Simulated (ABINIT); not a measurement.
# LiHF2 (R-3m): G0W0 in ABINIT against the k mesh, part 2 of 2

How does the gap of LiHF2 (R-3m) converge in the k mesh?

ABINIT 10.8.3; LDA and many-body steps on it, plane waves. Known limits of the many-body steps: not at the basis limit.

So far. Step 5 (Empty states on the mesh, 8×8×8 mesh, 26 bands): On this mesh the gap is 8.102 eV. Step 6 (Screening, 2×2×2 mesh, 22 bands, screening to 106.1 eV): Local fields lower ε∞ by 3 %. On a Γ-centred mesh this coarse the value itself is usually too large, while a short band sum pulls it down.

### Step 8. Screening, 4×4×4 mesh, 22 bands, screening to 106.1 eV

This step: RPA screening on LDA, plane waves, norm-conserving pseudopotentials.

File run.abi:

```
acell 3*1.0 Angstrom
rprim 
  1.466983587415 0.846963369091 4.366688724100
  -1.466983587415 0.846963369091 4.366688724100
  0.000000000000 -1.693926738182 4.366688724100
ntypat 3
znucl 3 1 9
natom 4
typat 1 2 3 3
xred 
  0.000000000000 0.000000000000 0.000000000000
  0.500000000000 0.500000000000 0.500000000000
  0.413301880000 0.413301880000 0.413301880000
  0.586698120000 0.586698120000 0.586698120000
pp_dirpath "pseudos"
pseudos "Li.upf, H.upf, F.upf"
ecut 36
ngkpt 4 4 4
nshiftk 1
shiftk 0 0 0
kptopt 1
chksymbreak 0
istwfk *1
occopt 1
irdwfk 1
optdriver 3
nband 22
ecuteps 3.9
inclvkb 2
awtr 1
symchi 1
indata_prefix "in"
outdata_prefix "out"
tmpdata_prefix "tmp"
```

Command:

```bash
OMP_NUM_THREADS=1 mpirun -n 4 abinit run.abi > log
```

Numbers of over 12 decimals in the logs are rounded to 6 here.

The program printed:

```text
.Version 10.8.3 of ABINIT. v10.8.2 released Aug 2026.

 Symmetries : space group R-3 m (#166); Bravais hR (rhombohedral)
[... echo of the input left out ...]
== DATASET  1 ==================================================================
-   mpi_nproc: 4, omp_nthreads: 1 (-1 if OMP is not activated)

--- !DatasetInfo
iteration_state: {dtset: 1, }
dimensions: {natom: 4, nkpt: 13, mband: 22, nsppol: 1, nspinor: 1, nspden: 1, mpw: 2290, }
cutoff_energies: {ecut:  36.0, pawecutdg:  -1.0, }
electrons: {nelect:   1.80000000E+01, charge:   0.00000000E+00, occopt:   1.00000000E+00, tsmear:   1.00000000E-02, }

 SCREENING: Calculation of the susceptibility and dielectric matrices

 Based on a program developped by R.W. Godby, V. Olevano, G. Onida, and L. Reining.
 Incorporated in ABINIT by V. Olevano, G.-M. Rignanese, and M. Torrent.
.Using double precision arithmetic ; gwpc =  8

[... cell and pseudopotentials left out ...]
--------------------------------------------------------------------------------

 ==== K-mesh for the wavefunctions ====
 Number of points in the irreducible wedge :    13
[... list of points left out ...]
 Together with 12 symmetry operations and time-reversal symmetry
 yields    64 points in the full Brillouin Zone.

 ==== Q-mesh for the screening function ====
 Number of points in the irreducible wedge :    13
[... list of points left out ...]
 Together with 12 symmetry operations and time-reversal symmetry
 yields    64 points in the full Brillouin Zone.

 setmesh: FFT mesh size selected  =    32x   32x   32
          total number of points  =        32768

 vcoul_init : cutoff-mode = AUXILIARY_FUNCTION
 q-points for optical limit:   1
     1)      0.000010    0.000020    0.000030

- screening: taking advantage of time-reversal symmetry
- Maximum band index for partially occupied states nbvw = 9
- Remaining bands to be divided among processors   nbcw = 13
- Number of bands treated by each node ~3

 Number of electrons calculated from density =   18.0000; Expected =   18.0000
 average of density, n =  0.081937
 r_s =    1.4283
 omega_plasma =   27.6119 [eV]

 calculating chi0 at frequencies [eV] :
  1    0.000000E+00    0.000000E+00
  2    0.000000E+00    2.761194E+01

--------------------------------------------------------------------------------
  q-point number  1        q = ( 0.000000, 0.000000, 0.000000) [r.l.u.]
--------------------------------------------------------------------------------
[... chi0 elements left out ...]
 For q-point:  0.000010 0.000020 0.000030
  dielectric constant =   1.8616
  dielectric constant without local fields =   1.9196

  Average fulfillment of the sum rule on Im[epsilon] for q-point    1 :     22.63  [%]
[... wings left out ...]
  q-point number  2        q = ( 0.250000, 0.000000, 0.000000) [r.l.u.]
--------------------------------------------------------------------------------
[... chi0 elements left out ...]
  Average fulfillment of the sum rule on Im[epsilon] for q-point    2 :     32.07  [%]

 [... 11 further q-points ...]
```

Elapsed: 7 s, on 4 MPI ranks of Arm Neoverse V2, shared host; peak memory 0.65 GiB.

Numbers from this step:

```
ε∞ with local fields, on this mesh, along the program's q direction : 1.862
the same without local fields                                       : 1.920
plasma frequency                                                    : 27.61 eV
plane waves in the screening matrix                                 : 85
```

### Step 9. 4×4×4

The self-energy is evaluated for the states that the input lists, and the levels follow from it, in one-shot runs by the linearised quasiparticle equation.

This step: G0W0 on LDA, plane waves, norm-conserving pseudopotentials.

run.abi: that of step 8 with these lines changed.

```diff
@@ -25,8 +25,17 @@
 irdwfk 1
-optdriver 3
+optdriver 4
 nband 22
+gwcalctyp 0
+ecutsigx 36
+symsigma 1
+nkptgw 2
+kptgw 
+  0.5000000000 0.5000000000 0.5000000000
+  0.0000000000 0.0000000000 0.0000000000
+bdgw 
+  8 11
+  8 11
 ecuteps 3.9
-inclvkb 2
-awtr 1
-symchi 1
+irdscr 1
+ppmodel 1
 indata_prefix "in"
```

The program printed:

```text
.Version 10.8.3 of ABINIT. v10.8.2 released Aug 2026.

 Symmetries : space group R-3 m (#166); Bravais hR (rhombohedral)
[... echo of the input left out ...]
== DATASET  1 ==================================================================
-   mpi_nproc: 4, omp_nthreads: 1 (-1 if OMP is not activated)

--- !DatasetInfo
iteration_state: {dtset: 1, }
dimensions: {natom: 4, nkpt: 13, mband: 22, nsppol: 1, nspinor: 1, nspden: 1, mpw: 2290, }
cutoff_energies: {ecut:  36.0, pawecutdg:  -1.0, }
electrons: {nelect:   1.80000000E+01, charge:   0.00000000E+00, occopt:   1.00000000E+00, tsmear:   1.00000000E-02, }

 SIGMA: Calculation of the GW corrections

 Based on a program developped by R.W. Godby, V. Olevano, G. Onida, and L. Reining.
 Incorporated in ABINIT by V. Olevano, G.-M. Rignanese, and M. Torrent.
.Using double precision arithmetic ; gwpc =  8

[... cell and pseudopotentials left out ...]
--------------------------------------------------------------------------------

 ==== K-mesh for the wavefunctions ====
 Number of points in the irreducible wedge :    13
[... list of points left out ...]
 Together with 12 symmetry operations and time-reversal symmetry
 yields    64 points in the full Brillouin Zone.

 ==== Q-mesh for screening function ====
 Number of points in the irreducible wedge :    13
[... list of points left out ...]
 Together with 12 symmetry operations and time-reversal symmetry
 yields    64 points in the full Brillouin Zone.

 vcoul_init : cutoff-mode = AUXILIARY_FUNCTION
 q-points for optical limit:   1
     1)      0.000010    0.000020    0.000030
 setmesh: FFT mesh size selected  =    48x   48x   48
          total number of points  =       110592

 Number of electrons calculated from density =   18.0000; Expected =   18.0000
[...]
number of omega for Sigma on real axis              0
 max omega for Sigma on real axis  [eV]           0.00
 zcut for avoiding poles [eV]                     0.10

 EPSILON^-1 parameters (SCR file):
 dimension of the eps^-1 matrix on file             85
 dimension of the eps^-1 matrix used                85
 number of plane-waves for wavefunctions          2267
 number of bands                                    22
 number of q-points in IBZ                          13
 number of frequencies                               2
 number of real frequencies                          1
 number of imag frequencies                          1

 matrix elements of self-energy operator (all in [eV])

 Perturbative Calculation

--- !SelfEnergy_ee
iteration_state: {dtset: 1, }
kpoint     : [   0.500,    0.500,    0.500, ]
spin       : 1
KS_gap     :    8.980
QP_gap     :   14.219
Delta_QP_KS:    5.239
data: !SigmaeeData |
     Band     E0 <VxcDFT>   SigX SigC(E0)      Z dSigC/dE  Sig(E)    E-E0       E
        8  -2.764 -22.870 -31.005   4.986   0.830  -0.205 -25.483  -2.613  -5.377
        9  -2.764 -22.870 -31.005   4.986   0.830  -0.205 -25.483  -2.613  -5.377
       10   6.216 -10.500  -5.353  -2.230   0.900  -0.111  -7.874   2.626   8.842
[...]
--- !SelfEnergy_ee
iteration_state: {dtset: 1, }
kpoint     : [   0.000,    0.000,    0.000, ]
spin       : 1
KS_gap     :    8.306
QP_gap     :   13.461
Delta_QP_KS:    5.155
data: !SigmaeeData |
     Band     E0 <VxcDFT>   SigX SigC(E0)      Z dSigC/dE  Sig(E)    E-E0       E
[...]
10   5.338 -11.080  -6.071  -2.230   0.901  -0.110  -8.576   2.504   7.843
       11  10.038  -9.600  -3.792  -2.456   0.904  -0.106  -6.570   3.030  13.068

== END DATASET(S) ==============================================================
================================================================================

 -outvars: echo values of variables after computation  --------
           etotal      0.0000000000E+00
            nband          22
             nkpt          13
          spgroup         166
 [... the other variables as echoed above ...]

 Calculation completed.
```

Run time: 2.7 s. Hardware: 4 MPI ranks; peak memory 0.2 GiB.

This step gave:

```
G0W0 gap on the points computed              : 13.22 eV
starting gap on the mesh                     : 8.102 eV
k of the valence top                         : 0.5, 0.5, 0.5
k of the conduction bottom                   : 0, 0, 0
Z at the valence top                         : 0.83
Z at the conduction bottom                   : 0.901
least direct G0W0 gap on the computed points : 13.46 eV
```

The gap on the mesh goes from 8.10 eV to 13.22 eV, a correction of +5.12 eV.

### Step 10. Screening, 6×6×6 mesh, 22 bands, screening to 106.1 eV

This step: RPA screening on LDA, plane waves, norm-conserving pseudopotentials.

run.abi: that of step 9 with these lines changed.

```diff
@@ -17,3 +17,3 @@
 ecut 36
-ngkpt 4 4 4
+ngkpt 6 6 6
 nshiftk 1
@@ -25,17 +25,8 @@
 irdwfk 1
-optdriver 4
+optdriver 3
 nband 22
-gwcalctyp 0
-ecutsigx 36
-symsigma 1
-nkptgw 2
-kptgw 
-  0.5000000000 0.5000000000 0.5000000000
-  0.0000000000 0.0000000000 0.0000000000
-bdgw 
-  8 11
-  8 11
 ecuteps 3.9
-irdscr 1
-ppmodel 1
+inclvkb 2
+awtr 1
+symchi 1
 indata_prefix "in"
```

The program printed:

```text
.Version 10.8.3 of ABINIT. v10.8.2 released Aug 2026.

 Symmetries : space group R-3 m (#166); Bravais hR (rhombohedral)
[... echo of the input left out ...]
== DATASET  1 ==================================================================
-   mpi_nproc: 4, omp_nthreads: 1 (-1 if OMP is not activated)

--- !DatasetInfo
iteration_state: {dtset: 1, }
dimensions: {natom: 4, nkpt: 32, mband: 22, nsppol: 1, nspinor: 1, nspden: 1, mpw: 2292, }
cutoff_energies: {ecut:  36.0, pawecutdg:  -1.0, }
[...]
--------------------------------------------------------------------------------
[... chi0 elements left out ...]
 For q-point:  0.000010 0.000020 0.000030
  dielectric constant =   1.8598
  dielectric constant without local fields =   1.9182

  Average fulfillment of the sum rule on Im[epsilon] for q-point    1 :     22.61  [%]
[... wings left out ...]
  q-point number  2        q = ( 0.166667, 0.000000, 0.000000) [r.l.u.]
--------------------------------------------------------------------------------
[... chi0 elements left out ...]
  Average fulfillment of the sum rule on Im[epsilon] for q-point    2 :     36.49  [%]

 [... 30 further q-points ...]
```

Run time: 48 s. Hardware: 4 MPI ranks; peak memory 1.2 GiB; 3.2 min of CPU time.

Numbers from this step:

```yaml
eps_infinity_with_local_fields_on_this_mesh_along_the_program_s_q_direction: 1.860
the_same_without_local_fields: 1.918
plasma_frequency: 27.61 eV
plane_waves_in_the_screening_matrix: 85
```

### Step 11. 6×6×6

This step: G0W0 on LDA, plane waves, norm-conserving pseudopotentials.

run.abi: that of step 10 with these lines changed.

```diff
@@ -25,8 +25,17 @@
 irdwfk 1
-optdriver 3
+optdriver 4
 nband 22
+gwcalctyp 0
+ecutsigx 36
+symsigma 1
+nkptgw 2
+kptgw 
+  0.5000000000 0.5000000000 0.5000000000
+  0.0000000000 0.0000000000 0.0000000000
+bdgw 
+  8 11
+  8 11
 ecuteps 3.9
-inclvkb 2
-awtr 1
-symchi 1
+irdscr 1
+ppmodel 1
 indata_prefix "in"
```

The program printed:

```text
.Version 10.8.3 of ABINIT. v10.8.2 released Aug 2026.

 Symmetries : space group R-3 m (#166); Bravais hR (rhombohedral)
[... echo of the input left out ...]
== DATASET  1 ==================================================================
-   mpi_nproc: 4, omp_nthreads: 1 (-1 if OMP is not activated)

--- !DatasetInfo
iteration_state: {dtset: 1, }
dimensions: {natom: 4, nkpt: 32, mband: 22, nsppol: 1, nspinor: 1, nspden: 1, mpw: 2292, }
cutoff_energies: {ecut:  36.0, pawecutdg:  -1.0, }
[...]
Band     E0 <VxcDFT>   SigX SigC(E0)      Z dSigC/dE  Sig(E)    E-E0       E
[...]
10   5.338 -11.081  -6.098  -2.245   0.900  -0.111  -8.616   2.465   7.804
       11  10.038  -9.600  -3.812  -2.473   0.903  -0.107  -6.606   2.995  13.033

== END DATASET(S) ==============================================================
================================================================================

 -outvars: echo values of variables after computation  --------
           etotal      0.0000000000E+00
            nband          22
             nkpt          32
          spgroup         166
 [... the other variables as echoed above ...]

 Calculation completed.
```

The job ended after 4.1 s (4 MPI ranks; peak memory 1.3 GiB; 16 s of CPU time).

Numbers from this step:

```yaml
g0w0_gap_on_the_points_computed: 13.27 eV
starting_gap_on_the_mesh: 8.102 eV
k_of_the_valence_top: 0.5, 0.5, 0.5
k_of_the_conduction_bottom: 0, 0, 0
least_direct_g0w0_gap_on_the_computed_points: 13.51 eV
```

Against the run before, the gap moves by +0.047 eV.

### Step 12. Screening, 8×8×8 mesh, 22 bands, screening to 106.1 eV

This step: RPA screening on LDA, plane waves, norm-conserving pseudopotentials.

run.abi: that of step 11 with these lines changed.

```diff
@@ -17,3 +17,3 @@
 ecut 36
-ngkpt 6 6 6
+ngkpt 8 8 8
 nshiftk 1
@@ -25,17 +25,8 @@
 irdwfk 1
-optdriver 4
+optdriver 3
 nband 22
-gwcalctyp 0
-ecutsigx 36
-symsigma 1
-nkptgw 2
-kptgw 
-  0.5000000000 0.5000000000 0.5000000000
-  0.0000000000 0.0000000000 0.0000000000
-bdgw 
-  8 11
-  8 11
 ecuteps 3.9
-irdscr 1
-ppmodel 1
+inclvkb 2
+awtr 1
+symchi 1
 indata_prefix "in"
```

The program printed:

```text
.Version 10.8.3 of ABINIT. v10.8.2 released Aug 2026.

 Symmetries : space group R-3 m (#166); Bravais hR (rhombohedral)
[... echo of the input left out ...]
== DATASET  1 ==================================================================
-   mpi_nproc: 4, omp_nthreads: 1 (-1 if OMP is not activated)

--- !DatasetInfo
iteration_state: {dtset: 1, }
dimensions: {natom: 4, nkpt: 65, mband: 22, nsppol: 1, nspinor: 1, nspden: 1, mpw: 2295, }
cutoff_energies: {ecut:  36.0, pawecutdg:  -1.0, }
[...]
--------------------------------------------------------------------------------
[... chi0 elements left out ...]
 For q-point:  0.000010 0.000020 0.000030
  dielectric constant =   1.8601
  dielectric constant without local fields =   1.9185

  Average fulfillment of the sum rule on Im[epsilon] for q-point    1 :     22.61  [%]
[... wings left out ...]
  q-point number  2        q = ( 0.125000, 0.000000, 0.000000) [r.l.u.]
--------------------------------------------------------------------------------
[... chi0 elements left out ...]
  Average fulfillment of the sum rule on Im[epsilon] for q-point    2 :     38.45  [%]

 [... 63 further q-points ...]
```

Wall time 4 min (4 MPI ranks); peak memory 2.3 GiB; 16 min of CPU time.

This step gave:

```yaml
eps_infinity_with_local_fields_on_this_mesh_along_the_program_s_q_direction: 1.860
the_same_without_local_fields: 1.919
plasma_frequency: 27.61 eV
plane_waves_in_the_screening_matrix: 85
```

### Step 13. 8×8×8

This step: G0W0 on LDA, plane waves, norm-conserving pseudopotentials.

run.abi: that of step 12 with these lines changed.

```diff
@@ -25,8 +25,17 @@
 irdwfk 1
-optdriver 3
+optdriver 4
 nband 22
+gwcalctyp 0
+ecutsigx 36
+symsigma 1
+nkptgw 2
+kptgw 
+  0.5000000000 0.5000000000 0.5000000000
+  0.0000000000 0.0000000000 0.0000000000
+bdgw 
+  8 11
+  8 11
 ecuteps 3.9
-inclvkb 2
-awtr 1
-symchi 1
+irdscr 1
+ppmodel 1
 indata_prefix "in"
```

The program printed:

```text
.Version 10.8.3 of ABINIT. v10.8.2 released Aug 2026.

 Symmetries : space group R-3 m (#166); Bravais hR (rhombohedral)
[... echo of the input left out ...]
== DATASET  1 ==================================================================
-   mpi_nproc: 4, omp_nthreads: 1 (-1 if OMP is not activated)

--- !DatasetInfo
iteration_state: {dtset: 1, }
dimensions: {natom: 4, nkpt: 65, mband: 22, nsppol: 1, nspinor: 1, nspden: 1, mpw: 2295, }
cutoff_energies: {ecut:  36.0, pawecutdg:  -1.0, }
[...]
Band     E0 <VxcDFT>   SigX SigC(E0)      Z dSigC/dE  Sig(E)    E-E0       E
[...]
10   5.338 -11.081  -6.104  -2.240   0.901  -0.110  -8.616   2.465   7.804
       11  10.038  -9.600  -3.817  -2.467   0.904  -0.107  -6.604   2.997  13.035

== END DATASET(S) ==============================================================
================================================================================

 -outvars: echo values of variables after computation  --------
           etotal      0.0000000000E+00
            nband          22
             nkpt          65
          spgroup         166
 [... the other variables as echoed above ...]

 Calculation completed.
```

Wall time 6.5 s (4 MPI ranks); peak memory 2.3 GiB.

Numbers from this step:

```
G0W0 gap on the points computed              : 13.27 eV
starting gap on the mesh                     : 8.102 eV
k of the valence top                         : 0.5, 0.5, 0.5
k of the conduction bottom                   : 0, 0, 0
least direct G0W0 gap on the computed points : 13.51 eV
```

Against the run before, the gap moves by +0.007 eV.

### Step 14. Side by side

Times are wall times on 4 MPI ranks of Arm Neoverse V2, shared host, good to a factor of about two. A run's time includes the screening step that it read.

```csv
run,mesh,bands,screening cutoff (eV),DFT gap (eV),gap on the mesh (eV),direct (eV),ε∞ used,time
2×2×2,2×2×2,22,106.1,8.102,12.888,13.130,1.98,4.2 s
4×4×4,4×4×4,22,106.1,8.102,13.220,13.461,1.86,9.7 s
6×6×6,6×6×6,22,106.1,8.102,13.267,13.507,1.86,52 s
8×8×8,8×8×8,22,106.1,8.102,13.274,13.514,1.86,4.1 min
```

### Step 15. Outcome

| Quantity | Value |
| --- | --- |
| 2×2×2 | 12.888 eV |
| 4×4×4 | 13.220 eV |
| 6×6×6 | 13.267 eV |
| 8×8×8 | 13.274 eV |
| known limits | not at the basis limit; coarse k mesh |

The setting moved: k mesh. From 2×2×2 to 8×8×8 the gap moves by +0.39 eV, for 59 times the time. It holds to 0.03 eV from 6×6×6 on. Bands and screening cutoff are coupled, so a series along one setting does not show full convergence. Bands and cutoff are finite, so the gap is not at the basis limit. The miss can reach some tenths of an eV and take either sign; the mesh is an error of its own. In the G0W0 runs levels were corrected at 2 k points alone, so a gap called «on the mesh» is the least over those, and an edge elsewhere would be missed. The 2×2×2 mesh is coarse for this cell, which bears on the long-range parts of exchange and screening.

[Paths, hosts, dates, memory and timing lines, banners, echoed tables and standing remarks are left out of the program output.]

[Logs are printed without paths, hosts, clocks, repeated set-up lines and the standing remarks that a program may print on its own settings, such as how far it seeks lower states.]

[Runs of the session that timed out or met a known fault of the program may be left out.]

[Hosts, paths, dates, database ids (printed as entryN), source tags and the programs' standing remarks are cut or masked in the printed files.]

[G0W0 gaps are taken among the corrected bands and points alone; a level outside them can change the order at an edge.]

[Where Ansatz stands beside ABINIT at settings called matched, ABINIT's density can come from a denser mesh and the files from another edition; pairs whose starting gaps differed by over 0.03 eV were left out, so agreement reads better than it is.]
